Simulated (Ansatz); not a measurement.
## Au wire along [111], 19 atoms a period: bands by functional and under strain

What gap, if any, does the Au wire along [111], 19 atoms a period have, and how does it change with the functional and under strain?

Method: DFT PBE, plane waves, PAW; relaxation of a wire's period, in the first sound run; inputs show where later runs differ, in Ansatz 0.2.0.

**1. The structure**

The cell holds 19 atoms: 19 Au. Its edges and angles: a = 14.154 Å, b = 13.593 Å, c = 7.205 Å, α = 90.0°, β = 90.0°, γ = 90.0°. Vacuum lies along a and b. The structure's axis is c.

**2. Relaxation of atoms and period**

Band widths follow the bond lengths, so the wire is relaxed first. The atoms and the third cell vector are free; the box across stays fixed as vacuum. A Fermi-Dirac smearing is set since the result may be a metal. The pressure printed is a third of the stress's trace over the whole box, vacuum included; only the stress along the axis is relaxed.

input.yaml reads:

```yaml
crystal:
  lattice:
    - [14.154, 0.0, 0.0]
    - [0.0, 13.593, 0.0]
    - [0.0, 0.0, 7.2053313595]
  atoms:
    - { symbol: Au, position: [0.344127604, 0.500009253, 0.0] }
    - { symbol: Au, position: [0.448040427, 0.687419636, 0.0] }
    - { symbol: Au, position: [0.24021478, 0.437539125, 0.333333333] }
    - { symbol: Au, position: [0.344127604, 0.624949508, 0.333333333] }
    - { symbol: Au, position: [0.448040427, 0.437539125, 0.333333333] }
    - { symbol: Au, position: [0.551953251, 0.250128743, 0.333333333] }
    - { symbol: Au, position: [0.551953251, 0.624949508, 0.333333333] }
    - { symbol: Au, position: [0.655866075, 0.437539125, 0.333333333] }
    - { symbol: Au, position: [0.24021478, 0.562479381, 0.666666667] }
    - { symbol: Au, position: [0.344127604, 0.375068998, 0.666666667] }
    - { symbol: Au, position: [0.448040427, 0.562479381, 0.666666667] }
    - { symbol: Au, position: [0.551953251, 0.749889763, 0.666666667] }
    - { symbol: Au, position: [0.551953251, 0.375068998, 0.666666667] }
    - { symbol: Au, position: [0.655866075, 0.562479381, 0.666666667] }
    - { symbol: Au, position: [0.448040427, 0.31259887, 0.0] }
    - { symbol: Au, position: [0.551953251, 0.500009253, 0.0] }
    - { symbol: Au, position: [0.655866075, 0.31259887, 0.0] }
    - { symbol: Au, position: [0.655866075, 0.687419636, 0.0] }
    - { symbol: Au, position: [0.759778898, 0.500009253, 0.0] }
kpoints:
  mp_grid: { grid: [1, 1, 12] }
scf:
  occupations: { method: fermi_dirac, width: 0.05 }
hamiltonian:
  xc: pbe
relax:
  cell: { fix: [a, b, alpha, beta, gamma] }
  max_steps: 60
```

Launch:

```bash
$ ansatz run input.yaml --threads 8 --pin off --max-ram 16384MiB --backend cpu --events-out ev --progress --plain --runs-dir out
```

Numbers of over 12 decimals in the logs are rounded to 6 here.

What it wrote:

```text
Engine: ansatz 0.2.0, x86_64-unknown-linux-gnu
Pseudopotentials: kind: paw
Pseudopotential: Au, paw, valence charge 19, recommended cutoff 420 eV (normal), Au.paw.azcp
Functional definition: PBE
  parameter kappa = 0.804
  parameter beta = 0.066725
  exchange = pbe_x(kappa = kappa, mu = beta*pi^2/3)
  correlation = pbe_c(beta = beta)
Crystal: 19 atoms, lattice volume = 1386.272 Å³
Basis set: ecut = 420 eV, 27051 PW (Γ), exchange–correlation on 192×192×100 points (8 copies of the dense FFT grid, shifted against one another)
Bands: 217, of which v1, the nominal top of the filled ones, is band 181 counted from 1 (180 counted from 0)
Symmetry: 2 space group operations
Space group: P2 (ITA 3), of the structure as read, at distance tolerance 1.1e-4 Å
k-points: 7 of 12
Non-local potential: Au, projectors of the file, l = 0: 3, l = 1: 2, l = 2: 2, l = 3: 1
PAW form: soft (Blöchl's): semilocal exchange-correlation on the pseudo side does not see the compensation charge
PAW one-centre angular grid: Au, 590 points (default); XC on 64 Gauss nodes
Initial density: superposition of atomic densities (neutral atoms: chi_scale 0, normalization atom), corrected by the library's trained network
Initial wavefunctions: pseudopotential atomic-orbital guess
Functional: x = pbe(κ = 0.804, μ = 0.219515), c = pbe(β = 0.066725)
SCF iter   1: F=—  HF=-249824.861263 eV  |F-HF|=—  |Δ(HF+E_count)|=         —  Δρ=2.25e-3  dr2=1.80e-1  ethr=1.77e-3  ⟨swp⟩=7.1  Hψ=5897  notcnv=0  defer=134
preconditioner: auto → LDOS  [metal: Δε(μ)=0.070 eV  Ē_g=7.158 eV  σ=0.050 eV  W_gap=0.33  n_scr=240 (ndim 8)  ℏωp=14.4 eV  f_vac=0.646  D(μ)=8.99/eV (n_scr^D=38)  β→1.0]
SCF iter   2: F=—  HF=-249824.895918 eV  |F-HF|=—  |Δ(HF+E_count)|=   3.47e-2  Δρ=1.92e-3  dr2=1.10e-1  ethr=4.99e-5  ⟨swp⟩=3.3  Hψ=3837  notcnv=0  defer=170
SCF iter   3: F=—  HF=-249824.874155 eV  |F-HF|=—  |Δ(HF+E_count)|=   2.18e-2  Δρ=5.01e-4  dr2=9.62e-3  ethr=3.05e-5  ⟨swp⟩=2.0  Hψ=2166  notcnv=0  defer=170
SCF iter   4: F=—  HF=-249824.872554 eV  |F-HF|=—  |Δ(HF+E_count)|=   1.60e-3  Δρ=1.12e-4  dr2=4.15e-4  ethr=2.67e-6  ⟨swp⟩=2.0  Hψ=2083  notcnv=0  defer=170
SCF iter   5: F=—  HF=-249824.872585 eV  |F-HF|=—  |Δ(HF+E_count)|=   3.17e-5  Δρ=4.84e-5  dr2=6.16e-5  ethr=1.15e-7  ⟨swp⟩=2.4  Hψ=2095  notcnv=0  defer=170
SCF iter   6: F=—  HF=-249824.872043 eV  |F-HF|=—  |Δ(HF+E_count)|=   5.43e-4  Δρ=1.50e-5  dr2=4.74e-6  ethr=1.71e-8  ⟨swp⟩=2.0  Hψ=2156  notcnv=0  defer=170
SCF iter   7: F=—  HF=-249824.872045 eV  |F-HF|=—  |Δ(HF+E_count)|=   2.19e-6  Δρ=5.85e-6  dr2=7.92e-7  ethr=1.31e-9  ⟨swp⟩=2.0  Hψ=2091  notcnv=0  defer=170
SCF iter   8: F=-249824.872045 eV  HF=-249824.872045 eV  |F-HF|=3.06e-8  |Δ(HF+E_count)|=   7.76e-8  Δρ=1.70e-6  dr2=4.85e-8  ethr=2.77e-11  ⟨swp⟩=3.0  Hψ=6163  notcnv=0
SCF 1 converged in 8 iterations: F = -249824.872045 eV  dr2 = 4.85e-8
  greatest PAW one-centre occupation: 1.000 electrons in one spin orbital (limit 2), on the Au atom at site 0 (counted from 0), in its partial waves of l = 0
relax step   1: F+E_penalty+E_count = -249824.87204480 eV  Δ(F+E_penalty+E_count) = +0.000e0 eV  max|allowed force component| = 1.109e0 eV/Å  Δτ_max = 0.0000 Å  P = -1.978 GPa  Ω = 1386.272 Å³  fix = [a, b, alpha, beta, gamma]  reactions: a -1.583, b -1.367 GPa; alpha -0.096 GPa/rad  (8 SCF iters, dr2 threshold 1.00e-7 eV, accepted)
Crystal: 19 atoms, lattice volume = 1331.044 Å³
Basis set: ecut = 420 eV, 26037 PW (Γ), exchange–correlation on 192×192×100 points (8 copies of the dense FFT grid, shifted against one another)
Initial density: handed on by an earlier stage of this run
Initial wavefunctions: those handed on with the density
iter 1 solved again at ethr=1.16e-4 eV; its pass at ethr=3.10e-3 eV (dr2=4.20e-1 eV) is discarded
SCF iter   1: F=—  HF=-249826.278322 eV  |F-HF|=—  |Δ(HF+E_count)|=         —  Δρ=5.37e-3  dr2=4.24e-1  ethr=1.16e-4  ⟨swp⟩=5.1  Hψ=7821  notcnv=0
preconditioner: auto → LDOS  [metal: Δε(μ)=0.083 eV  Ē_g=7.561 eV  σ=0.050 eV  W_gap=0.37  n_scr=232 (ndim 8)  ℏωp=14.7 eV  f_vac=0.658  D(μ)=8.06/eV (n_scr^D=30)  β→1.0]
SCF iter   2: F=—  HF=-249826.282438 eV  |F-HF|=—  |Δ(HF+E_count)|=   4.12e-3  Δρ=4.64e-3  dr2=4.41e-1  ethr=1.16e-4  ⟨swp⟩=5.1  Hψ=3013  notcnv=0
SCF iter   3: F=—  HF=-249826.177188 eV  |F-HF|=—  |Δ(HF+E_count)|=   1.05e-1  Δρ=5.98e-4  dr2=7.94e-3  ethr=1.16e-4  ⟨swp⟩=2.0  Hψ=2512  notcnv=0  defer=179
SCF iter   4: F=—  HF=-249826.176199 eV  |F-HF|=—  |Δ(HF+E_count)|=   9.89e-4  Δρ=2.50e-4  dr2=1.42e-3  ethr=2.20e-6  ⟨swp⟩=3.4  Hψ=2835  notcnv=0  defer=179
SCF iter   5: F=—  HF=-249826.175417 eV  |F-HF|=—  |Δ(HF+E_count)|=   7.81e-4  Δρ=5.86e-5  dr2=6.55e-5  ethr=3.93e-7  ⟨swp⟩=2.9  Hψ=2083  notcnv=0  defer=179
SCF iter   6: F=—  HF=-249826.175444 eV  |F-HF|=—  |Δ(HF+E_count)|=   2.70e-5  Δρ=1.90e-5  dr2=8.90e-6  ethr=1.81e-8  ⟨swp⟩=2.4  Hψ=2102  notcnv=0  defer=179
SCF iter   7: F=-249826.175446 eV  HF=-249826.175447 eV  |F-HF|=3.81e-7  |Δ(HF+E_count)|=   2.61e-6  Δρ=7.02e-6  dr2=1.09e-6  ethr=5.26e-10  ⟨swp⟩=5.0  Hψ=5534  notcnv=0
SCF 2 converged in 7 iterations: F = -249826.175446 eV  dr2 = 1.09e-6
relax step   2: F+E_penalty+E_count = -249826.17544646 eV  Δ(F+E_penalty+E_count) = -1.303e0 eV  max|allowed force component| = 3.851e-1 eV/Å  Δτ_max = 0.1949 Å  P = +0.405 GPa  Ω = 1331.044 Å³  energy of the carried Pulay correction = +4.465e-3 eV  fix = [a, b, alpha, beta, gamma]  reactions: a +0.614, b +0.705 GPa; alpha -0.058 GPa/rad  (7 SCF iters, dr2 threshold 1.90e-6 eV, accepted)
Crystal: 19 atoms, lattice volume = 1315.881 Å³
Basis set: ecut = 420 eV, 25745 PW (Γ), exchange–correlation on 192×192×100 points (8 copies of the dense FFT grid, shifted against one another)
iter 1 solved again at ethr=2.24e-5 eV; its pass at ethr=3.10e-3 eV (dr2=8.10e-2 eV) is discarded
SCF iter   1: F=—  HF=-249826.375912 eV  |F-HF|=—  |Δ(HF+E_count)|=         —  Δρ=2.91e-3  dr2=9.20e-2  ethr=2.24e-5  ⟨swp⟩=4.6  Hψ=7264  notcnv=0
preconditioner: auto → LDOS  [metal: Δε(μ)=0.033 eV  Ē_g=7.601 eV  σ=0.050 eV  W_gap=0.17  n_scr=232 (ndim 8)  ℏωp=14.8 eV  f_vac=0.652  D(μ)=7.94/eV (n_scr^D=30)  β→1.0]
SCF iter   2: F=—  HF=-249826.389084 eV  |F-HF|=—  |Δ(HF+E_count)|=   1.32e-2  Δρ=1.89e-3  dr2=1.48e-1  ethr=2.24e-5  ⟨swp⟩=2.9  Hψ=2936  notcnv=0  defer=22
SCF iter   3: F=—  HF=-249826.356489 eV  |F-HF|=—  |Δ(HF+E_count)|=   3.26e-2  Δρ=4.10e-4  dr2=2.10e-3  ethr=2.24e-5  ⟨swp⟩=2.4  Hψ=2745  notcnv=0  defer=22
SCF iter   4: F=—  HF=-249826.356263 eV  |F-HF|=—  |Δ(HF+E_count)|=   2.26e-4  Δρ=1.34e-4  dr2=3.23e-4  ethr=5.82e-7  ⟨swp⟩=2.1  Hψ=2908  notcnv=0  defer=33
[...]
relax step   4: F+E_penalty+E_count = -249826.38853011 eV  Δ(F+E_penalty+E_count) = -3.274e-2 eV  max|allowed force component| = 1.155e-1 eV/Å  Δτ_max = 0.0740 Å  P = -0.034 GPa  Ω = 1293.683 Å³  energy of the carried Pulay correction = +7.590e-3 eV  fix = [a, b, alpha, beta, gamma]  reactions: a -0.033, b -0.066 GPa; alpha +0.019 GPa/rad  (6 SCF iters, dr2 threshold 1.90e-6 eV, accepted)
[...]
relax step   5: F+E_penalty+E_count = -249826.39330056 eV  Δ(F+E_penalty+E_count) = -4.770e-3 eV  max|allowed force component| = 1.313e-2 eV/Å  Δτ_max = 0.0260 Å  P = -0.019 GPa  Ω = 1294.764 Å³  energy of the carried Pulay correction = +7.498e-3 eV  fix = [a, b, alpha, beta, gamma]  reactions: a -0.030, b -0.022 GPa; alpha +0.002 GPa/rad  (5 SCF iters, dr2 threshold 8.33e-7 eV, accepted)
[...]
relax step   6: F+E_penalty+E_count = -249826.39342166 eV  Δ(F+E_penalty+E_count) = -1.211e-4 eV  max|allowed force component| = 4.483e-3 eV/Å  Δτ_max = 0.0041 Å  P = -0.016 GPa  Ω = 1294.504 Å³  energy of the carried Pulay correction = +7.520e-3 eV  fix = [a, b, alpha, beta, gamma]  reactions: a -0.024, b -0.023 GPa; alpha +0.000 GPa/rad  (6 SCF iters, dr2 threshold 1.08e-8 eV, accepted)
Basis set: ecut = 420 eV, 25297 PW (Γ), exchange–correlation on 192×192×90 points (8 copies of the dense FFT grid, shifted against one another)
Initial wavefunctions: pseudopotential atomic-orbital guess (no wavefunctions were taken with the density)
iter 1 solved again at ethr=9.86e-7 eV; its pass at ethr=3.10e-3 eV (dr2=3.56e-3 eV) is discarded
SCF iter   1: F=—  HF=-249826.384713 eV  |F-HF|=—  |Δ(HF+E_count)|=         —  Δρ=1.10e-4  dr2=2.45e-5  ethr=9.86e-7  ⟨swp⟩=5.7  Hψ=10402  notcnv=0
SCF iter   2: F=—  HF=-249826.385039 eV  |F-HF|=—  |Δ(HF+E_count)|=   3.26e-4  Δρ=2.84e-5  dr2=7.19e-6  ethr=6.77e-9  ⟨swp⟩=3.0  Hψ=3486  notcnv=0
SCF iter   3: F=—  HF=-249826.385037 eV  |F-HF|=—  |Δ(HF+E_count)|=   2.04e-6  Δρ=1.36e-5  dr2=2.31e-6  ethr=1.99e-9  ⟨swp⟩=2.0  Hψ=2785  notcnv=0
SCF iter   4: F=—  HF=-249826.385036 eV  |F-HF|=—  |Δ(HF+E_count)|=   5.66e-7  Δρ=3.60e-6  dr2=1.64e-7  ethr=6.40e-10  ⟨swp⟩=2.3  Hψ=2199  notcnv=0
SCF iter   5: F=—  HF=-249826.385036 eV  |F-HF|=—  |Δ(HF+E_count)|=   3.98e-8  Δρ=8.68e-7  dr2=1.64e-8  ethr=4.53e-11  ⟨swp⟩=2.0  Hψ=2257  notcnv=0
SCF iter   6: F=—  HF=-249826.385036 eV  |F-HF|=—  |Δ(HF+E_count)|=   3.73e-9  Δρ=1.45e-7  dr2=2.99e-10  ethr=4.54e-12  ⟨swp⟩=2.1  Hψ=2782  notcnv=0
SCF iter   7: F=-249826.385036 eV  HF=-249826.385036 eV  |F-HF|=8.73e-11  |Δ(HF+E_count)|=  5.82e-11  Δρ=3.90e-8  dr2=2.42e-11  ethr=1.00e-12  ⟨swp⟩=5.0  Hψ=5501  notcnv=0
SCF 7 converged in 7 iterations: F = -249826.385036 eV  dr2 = 2.42e-11
relax step   7: F+E_penalty+E_count = -249826.38503638 eV  Δ(F+E_penalty+E_count) = +8.385e-3 eV  max|allowed force component| = 4.658e-3 eV/Å  Δτ_max = 0.0000 Å  P = -0.015 GPa  Ω = 1294.504 Å³  fix = [a, b, alpha, beta, gamma]  reactions: a -0.022, b -0.022 GPa; alpha +0.000 GPa/rad  stress off target by 2.12e-4 GPa on what of the cell is left free  SCF on the basis re-selected at this cell (its energy is not comparable with the rows above)  (7 SCF iters)
basis re-selected at this cell: Δ(F+E_penalty+E_count) = +8.385e-3 eV, ΔP = +0.001 GPa vs the last step (what re-selecting the basis moved, of the pressure what is left beyond the Pulay correction that the steps carried, after the strain that the cell walked since its last selection, with what the two solves' SCF thresholds leave and, on support functions, any second-order correction that the steps lacked; it is no measure of the basis error at this ecutwfc). The dense FFT grid was sized anew with the basis: this SCF ran on 96×96×45 points, the steps before it on 96×96×50, so part of this shift can come from that change (see relax.cell in the input reference). [rest of the remark cut]
SCF converged after 7 iterations
Free energy (F): -249826.385036 eV
Harris-Foulkes:  -249826.385036 eV  (|F-HF|=8.73e-11)
Internal energy: -249826.326269 eV  (E = F + TS)
E sigma→0 (E₀):  -249826.355652 eV
Entropy (-TS):   -0.058768 eV (-3.093 meV/atom)
Fermi energy:    1.358053 eV
--- Per-component energies (eV) ---
  E_band       = -10615.671512
  E_kinetic    = 11490.718308
  E_local      = -221600.172637  (includes V_loc(G=0)·N_el)
  E_nonlocal   = 1418.192280
  E_hartree    = 105082.642583
  E_xc         = -4312.848224
  E_vxc        = -5200.845625  (∫ρ·V_xc dr)
  E_paw        = -184437.453344  (= ΣΔE_a)
  E_vpaw       = -6888.875869  (= ΣTr[D̂ρ^β])
  E_aug_tail   = 0.027126  (compensation charges beyond the density's cutoff)
  E_ewald      = 42532.567640
  E_smearing   = -0.058768  (= −TS)
  E_closure    = -0.000000  (closes the sum)
  Σ components = -249826.385036   (vs F -249826.385036, Δ=0.00e0)
--- Forces (eV/Å), atoms counted from 1 ---
  atom   1  Au    -0.00085814     0.00000000     0.00000000
  atom   2  Au    -0.00201703     0.00081348    -0.00197779
  atom   3  Au     0.00260447    -0.00290423    -0.00465835
  atom   4  Au    -0.00248254     0.00017670     0.00000889
  atom   5  Au    -0.00056821     0.00033939     0.00041599
  atom   6  Au     0.00027794     0.00035495    -0.00076876
  atom   7  Au     0.00153028    -0.00251720     0.00041876
  atom   8  Au     0.00085638     0.00149809    -0.00063399
  atom   9  Au     0.00260447     0.00290423     0.00465835
  atom  10  Au    -0.00248254    -0.00017670    -0.00000889
  atom  11  Au    -0.00056821    -0.00033939    -0.00041599
  atom  12  Au     0.00027794    -0.00035495     0.00076876
  atom  13  Au     0.00153028     0.00251720    -0.00041876
  atom  14  Au     0.00085638    -0.00149809     0.00063399
  atom  15  Au    -0.00201703    -0.00081348     0.00197779
  atom  16  Au     0.00146143     0.00000000    -0.00000000
  atom  17  Au     0.00051108    -0.00133440     0.00081754
  atom  18  Au     0.00051108     0.00133440    -0.00081754
  atom  19  Au    -0.00202870     0.00000000     0.00000000
  max |Σ_I F_I| component: 6.91e-7 eV/Å
--- Stress (GPa, compression-positive) ---
       -0.022102       0.000000       0.000000
        0.000000      -0.021906      -0.000230
        0.000000      -0.000230      -0.000212
  P = ⅓ Tr σ = -0.0147 GPa (-0.147 kbar)
--- Relaxed structure (6 steps of the walk, 6 accepted, 1 SCFs on fresh bases) ---
  F+E_penalty+E_count = -249826.38503638 eV   max|allowed force component| = 4.658e-3 eV/Å   (the final SCF, on the basis selected at the relaxed cell)
  cell:  # Å, volume = 1294.5038 Å³
    - [14.154, 0, 0]
    - [0, 13.593, 0]
    - [0, 0, 6.728354]
  atoms:
    - { symbol: Au, position: [0.337271, 0.500009253, -1.6046367125877879e-18] }
    - { symbol: Au, position: [0.449393, 0.691473, 0.010670] }
    - { symbol: Au, position: [0.245791, 0.440019, 0.337288] }
    - { symbol: Au, position: [0.345778, 0.626273, 0.324053] }
    - { symbol: Au, position: [0.443820, 0.427582, 0.333869] }
    - { symbol: Au, position: [0.555031, 0.253943, 0.321005] }
    - { symbol: Au, position: [0.554748, 0.635163, 0.339509] }
    - { symbol: Au, position: [0.658708, 0.437687, 0.343436] }
    - { symbol: Au, position: [0.245791, 0.560000, 0.662712] }
    - { symbol: Au, position: [0.345778, 0.373745, 0.675947] }
    - { symbol: Au, position: [0.443820, 0.572436, 0.666131] }
    - { symbol: Au, position: [0.555031, 0.746076, 0.678995] }
    - { symbol: Au, position: [0.554748, 0.364855, 0.660491] }
    - { symbol: Au, position: [0.658708, 0.562331, 0.656564] }
    - { symbol: Au, position: [0.449393, 0.308546, -0.010670] }
    - { symbol: Au, position: [0.546836, 0.500009253, -1.2253074227343e-18] }
    - { symbol: Au, position: [0.655213, 0.317531, -0.00225188] }
    - { symbol: Au, position: [0.655213, 0.682487, 0.00225188] }
    - { symbol: Au, position: [0.746911, 0.500009253, -2.9155451569617428e-18] }
```

Run time: 3.5 min. Hardware: 8 threads of Intel Xeon at 2.70GHz, shared host; peak memory 7.5 GiB.

Relaxation path:

```
step  energy less that of the first step (eV)  largest force component (eV/Å)  pressure (GPa)  volume (Å³)
   1                                   0.0000                          1.1094           -1.98      1386.27
   2                                  -1.3034                          0.3851            0.40      1331.04
   3                                  -1.4837                          0.2379            0.01      1315.88
   4                                  -1.5165                          0.1155           -0.03      1293.68
   5                                  -1.5213                          0.0131           -0.02      1294.76
   6                                  -1.5214                          0.0045           -0.02      1294.50
  7*                                  -1.5130                          0.0047           -0.01      1294.50
```

Relaxation steps marked * repeat the geometry before them on a plane-wave basis chosen anew for their cell, so energy and pressure can jump there.

Forces are held to the 2 operations that the run works with; a distortion that breaks them can't arise in this run.

```
cell as run  before  after  change
      c (Å)   7.205  6.728  -6.6 %
```

The atoms that moved most (Å, along periodic axes as changes of fractional coordinates times the final cell, across vacuum about the mean position):

```
atom      dx      dy      dz  length
Au19  -0.182   0.000   0.000   0.182
 Au7   0.040   0.139   0.042   0.150
Au13   0.040  -0.139  -0.042   0.150
 Au5  -0.060  -0.135   0.004   0.148
Au11  -0.060   0.135  -0.004   0.148
Au12   0.044  -0.052   0.083   0.107
 Au6   0.044   0.052  -0.083   0.107
 Au1  -0.097   0.000   0.000   0.097
```

Numbers from this step:

```
energy at zero smearing    : -249826.3557 eV
cell length along the wire : 6.728 Å
```

The cell's length comes to 6.728 Å with spin left out.

[end of part 1 of 3]

[Logs are printed without paths, hosts, clocks, repeated set-up lines and the standing remarks that a program may print on its own settings, such as how far it seeks lower states.]

[Hosts, paths, dates, database ids (printed as entryN), source tags and the programs' standing remarks are cut or masked in the printed files.]
